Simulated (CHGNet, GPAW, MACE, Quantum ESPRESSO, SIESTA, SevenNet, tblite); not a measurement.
**Twisted Ti3C2O2 MXene bilayer, 38.21° (98 atoms): forces by two methods**

Ti3C2O2 MXene (a = 3.04 Å) under Ti3C2O2 MXene (a = 3.04 Å), bilayer, commensurate cell of 7 unit cells a layer, twist 38.21 deg; facing planes 2.85 Å apart; 14 Å of vacuum; layers as built, displaced by a Gaussian of 0.01 Å. Then every atom was moved at random, 0.02 Å r.m.s. a Cartesian component.

Two calculations on one geometry. First: Kohn-Sham DFT, PBE, SSSP efficiency 1.3.0 pseudopotentials, plane waves; sssp-1.3.0-efficiency; 60/480 Ry; levels smeared at 580 K (Quantum ESPRESSO 7.5; sssp-pbe-1.3.0-efficiency, cutoffs 60/480 Ry, Γ point). Second: GFN1-xTB tight binding, diagonalisation; levels smeared at 580 K; periodic xTB differs between programs (tblite 0.8.0; Γ point).

Cell vectors (Å):

```
8.043 0.000 0.000
-4.022 6.966 0.000
0.000 0.000 30.650
```

Atom, position (Å) and force of the first calculation (eV/Å):

```
1 Ti 0.018 0.013 10.478 -0.066 0.042 -0.501
2 C 0.582 1.652 11.734 -0.207 -0.532 -0.414
3 C 1.684 0.325 9.181 -0.037 -0.388 0.323
4 Ti 1.704 0.345 12.994 0.730 0.414 0.096
5 Ti 0.589 1.634 7.885 0.074 0.812 0.330
6 O -4.005 6.965 13.906 -0.330 -0.273 0.221
7 O 8.010 0.023 7.006 0.253 -0.437 -0.689
8 Ti -0.573 2.950 10.488 0.101 0.940 -0.624
9 C 0.012 4.639 11.734 -0.314 -0.499 -0.736
10 C 1.141 3.294 9.185 -0.216 -0.153 0.105
11 Ti 1.150 3.301 12.996 0.163 0.460 0.219
12 Ti 0.027 4.655 7.904 0.214 0.212 -0.206
13 O -0.564 3.002 13.881 -0.409 -0.344 0.370
14 O -0.625 3.001 6.970 0.331 -0.224 -0.132
15 Ti -1.147 5.949 10.467 0.597 0.591 -0.355
16 C 3.459 0.591 11.745 -0.629 0.488 -0.783
17 C 0.568 6.281 9.201 -0.410 -0.115 0.156
18 Ti 0.536 6.275 13.022 0.338 0.701 0.216
19 Ti 3.461 0.681 7.889 0.737 0.292 0.158
20 O -1.127 5.941 13.899 -0.455 -0.055 0.507
21 O -1.168 5.957 6.996 -0.186 -0.050 -0.218
22 Ti 2.319 1.999 10.436 0.531 0.166 0.090
23 C 2.869 3.617 11.713 -0.145 0.011 -0.308
24 C 3.981 2.331 9.163 -0.291 -0.694 0.713
25 Ti 4.030 2.335 13.016 -0.107 -0.527 0.077
26 Ti 2.854 3.618 7.919 0.666 0.816 -0.154
27 O 2.293 2.021 13.925 0.004 -0.488 0.124
28 O 2.299 1.977 7.003 -0.317 -0.182 -0.771
29 Ti 1.715 4.960 10.437 0.179 0.496 0.252
30 C 2.278 6.656 11.702 0.340 -0.506 -0.234
31 C 3.429 5.270 9.169 0.042 0.093 0.798
32 Ti 3.444 5.309 13.012 -0.307 0.390 -0.209
33 Ti 2.308 6.654 7.915 -0.281 0.035 -0.133
34 O 1.704 4.992 13.887 0.446 -0.422 0.488
35 O 1.738 5.034 6.985 -0.405 -0.677 -0.132
36 Ti 5.207 1.025 10.487 -0.171 -0.408 -0.319
37 C 5.715 2.641 11.699 0.274 -0.196 0.013
38 C 6.875 1.325 9.189 0.045 -0.210 0.658
39 Ti 6.923 1.314 12.978 -0.452 0.167 0.612
40 Ti 5.775 2.699 7.897 0.177 0.222 -0.124
41 O 5.182 0.991 13.925 -0.016 -0.075 -0.148
42 O 5.177 1.001 7.007 -0.314 -0.310 -0.221
43 Ti 4.588 4.015 10.479 0.270 0.157 -0.783
44 C -2.855 5.617 11.711 -0.745 -0.219 0.013
45 C -1.703 4.277 9.197 -0.571 0.016 0.465
46 Ti -1.760 4.304 13.011 0.699 0.226 0.109
47 Ti -2.884 5.670 7.876 0.488 -0.186 0.080
48 O 4.572 3.937 13.896 0.143 0.355 0.619
49 O 4.624 3.977 7.014 -0.456 0.075 -0.436
50 Ti 5.736 1.942 20.166 0.213 0.514 0.438
51 C 4.568 0.691 21.449 0.303 -0.482 -0.141
52 C 4.040 2.300 18.933 -0.595 0.110 0.276
53 Ti 3.988 2.275 22.748 0.353 0.210 0.029
54 Ti 4.603 0.648 17.630 0.220 0.475 -0.208
55 O 5.740 2.006 23.668 -0.044 -0.055 -0.106
56 O 5.763 1.978 16.781 -0.219 -0.201 -0.605
57 Ti 3.460 4.006 20.214 0.269 -0.533 0.013
58 C 2.297 2.670 21.493 -0.166 0.069 -1.011
59 C 1.719 4.303 18.906 -0.181 0.023 0.843
60 Ti 1.733 4.319 22.759 0.244 -0.307 0.181
61 Ti 2.305 2.644 17.661 0.372 0.566 -0.212
62 O 3.444 3.967 23.611 -0.029 0.138 0.966
63 O 3.434 3.992 16.760 0.029 -0.281 -0.460
64 Ti 2.879 0.989 20.163 0.043 -0.042 0.474
65 C -2.299 6.660 21.496 -0.201 -0.277 -0.663
66 C 1.184 1.286 18.898 -0.612 0.112 0.955
67 Ti 1.101 1.322 22.795 0.372 -0.129 -0.352
68 Ti -2.290 6.661 17.646 0.034 0.138 -0.098
69 O 2.903 1.018 23.640 -0.271 -0.280 0.747
70 O 2.833 0.974 16.732 0.519 0.044 -0.340
71 Ti 1.151 5.943 20.197 0.143 0.296 -0.186
72 C -0.009 4.618 21.475 0.133 0.285 -0.539
73 C -0.574 6.283 18.942 -0.087 0.091 0.214
74 Ti -0.567 6.281 22.771 -0.239 0.189 -0.257
75 Ti -0.014 4.661 17.621 0.337 0.117 -0.103
76 O 1.139 5.988 23.664 -0.072 -0.002 0.321
77 O 1.136 5.999 16.716 -0.095 -0.265 -0.089
78 Ti 0.603 3.027 20.208 -0.049 -0.499 0.191
79 C -0.586 1.655 21.475 0.022 -0.151 -0.554
80 C -1.154 3.294 18.919 0.118 0.222 0.530
81 Ti -1.145 3.342 22.755 -0.205 -0.775 0.206
82 Ti -0.568 1.693 17.661 0.133 0.161 -0.346
83 O 0.562 2.987 23.687 -0.070 0.194 0.119
84 O 0.554 3.013 16.749 0.127 -0.422 -0.293
85 Ti 4.020 6.951 20.200 0.527 0.578 0.112
86 C 2.853 5.616 21.504 -0.004 0.436 -0.782
87 C 6.310 0.322 18.929 -0.073 -0.206 0.631
88 Ti 6.319 0.338 22.742 0.111 0.127 0.263
89 Ti 2.893 5.642 17.634 0.292 -0.031 -0.124
90 O 0.031 0.052 23.684 -0.562 -0.369 0.362
91 O -4.007 6.963 16.760 -0.323 -0.059 -0.426
92 Ti -1.705 4.954 20.193 -0.281 0.259 0.059
93 C 5.171 3.686 21.432 -0.043 -0.074 -0.073
94 C 4.603 5.304 18.901 -0.322 -0.304 0.851
95 Ti 4.592 5.289 22.745 0.154 -0.015 -0.299
96 Ti 5.205 3.688 17.680 -0.263 0.016 -0.352
97 O -1.736 4.936 23.645 0.090 0.484 0.723
98 O -1.706 4.958 16.711 -0.152 -0.104 -0.067
```

**Question.** What forces does the second calculation give?

Atom and force (eV/Å):

```
1 -0.027 0.009 -0.280
2 -0.078 -0.179 -0.549
3 0.097 -0.152 0.464
4 0.324 0.087 0.782
5 -0.026 0.244 -0.303
6 -0.106 -0.148 -1.030
7 0.185 -0.117 0.759
8 0.148 0.507 -0.260
9 -0.185 -0.201 -0.673
10 -0.162 -0.022 0.302
11 -0.058 0.166 1.017
12 -0.057 0.048 -0.589
13 -0.165 -0.114 -0.847
14 0.156 -0.121 1.055
15 0.321 0.334 -0.239
16 -0.308 0.430 -0.675
17 -0.163 0.042 0.305
18 0.223 0.143 1.080
19 0.346 -0.022 -0.379
20 -0.143 -0.027 -0.771
21 -0.098 0.033 0.970
22 0.324 -0.042 0.101
23 -0.056 0.087 -0.394
24 0.056 -0.300 0.712
25 -0.042 -0.292 0.884
26 0.294 0.388 -0.571
27 0.013 -0.166 -0.952
28 -0.179 -0.038 0.708
29 0.120 0.316 0.106
30 0.153 -0.332 -0.285
31 0.083 0.113 0.677
32 -0.316 0.127 0.610
33 -0.174 -0.123 -0.561
34 0.274 -0.109 -0.815
35 -0.214 -0.304 1.024
36 -0.250 -0.230 -0.188
37 0.158 -0.038 -0.166
38 0.104 -0.067 0.531
39 -0.349 0.023 1.139
40 -0.080 0.068 -0.654
41 -0.074 0.015 -1.031
42 -0.248 -0.138 0.940
43 0.048 0.076 -0.428
44 -0.304 -0.052 -0.192
45 -0.229 0.143 0.477
46 0.447 0.014 0.839
47 0.250 -0.266 -0.363
48 0.114 0.159 -0.734
49 -0.142 0.038 0.820
50 0.135 0.267 0.278
51 0.218 -0.254 -0.278
52 -0.271 0.144 0.366
53 0.167 0.155 0.570
54 0.203 0.164 -0.999
55 -0.019 -0.007 -1.159
56 -0.116 -0.102 0.721
57 0.192 -0.371 -0.024
58 -0.170 -0.089 -0.865
59 -0.095 0.087 0.669
60 0.062 -0.221 0.624
61 0.216 0.259 -0.882
62 0.009 0.167 -0.564
63 -0.044 -0.048 0.799
64 -0.072 -0.006 0.261
65 -0.045 -0.162 -0.663
66 -0.361 0.231 0.882
67 0.054 0.008 0.432
68 0.011 0.003 -1.040
69 -0.054 -0.079 -0.664
70 0.210 -0.010 0.931
71 0.100 0.164 -0.061
72 0.050 0.215 -0.473
73 -0.026 0.059 0.311
74 -0.071 0.075 0.203
75 0.152 -0.032 -0.968
76 -0.089 -0.027 -0.922
77 -0.105 -0.048 0.996
78 -0.018 -0.439 0.017
79 0.029 0.012 -0.544
80 0.105 0.186 0.633
81 -0.204 -0.431 0.624
82 0.072 -0.009 -0.950
83 0.044 0.027 -1.044
84 0.034 -0.155 0.834
85 0.349 0.253 0.063
86 0.063 0.295 -0.734
87 -0.019 -0.086 0.521
88 -0.087 0.076 0.526
89 0.081 -0.029 -0.901
90 -0.104 -0.109 -0.939
91 -0.151 -0.099 0.872
92 -0.144 0.204 -0.010
93 -0.075 -0.173 -0.270
94 -0.107 0.002 0.792
95 0.074 -0.055 0.360
96 -0.221 -0.166 -0.987
97 0.048 0.256 -0.744
98 -0.015 -0.114 1.034
```

The two sets differ by 467 meV/Å r.m.s., 124 % of the r.m.s. force of the Quantum ESPRESSO run. Periodic xTB results under one method name differ between programs and library versions. The runs have no spin polarisation, so any moments at edges, vacancies or dangling bonds can't form. The electronic-structure runs sample only Γ, in a cell whose shortest periodic width is 7 Å, which is coarse for a cell with partly filled levels.

[Logs are printed without paths, hosts, clocks, repeated set-up lines and the standing remarks that a program may print on its own settings, such as how far it seeks lower states.]

[Hosts, paths, dates, database ids (printed as entryN), source tags and the programs' standing remarks are cut or masked in the printed files.]
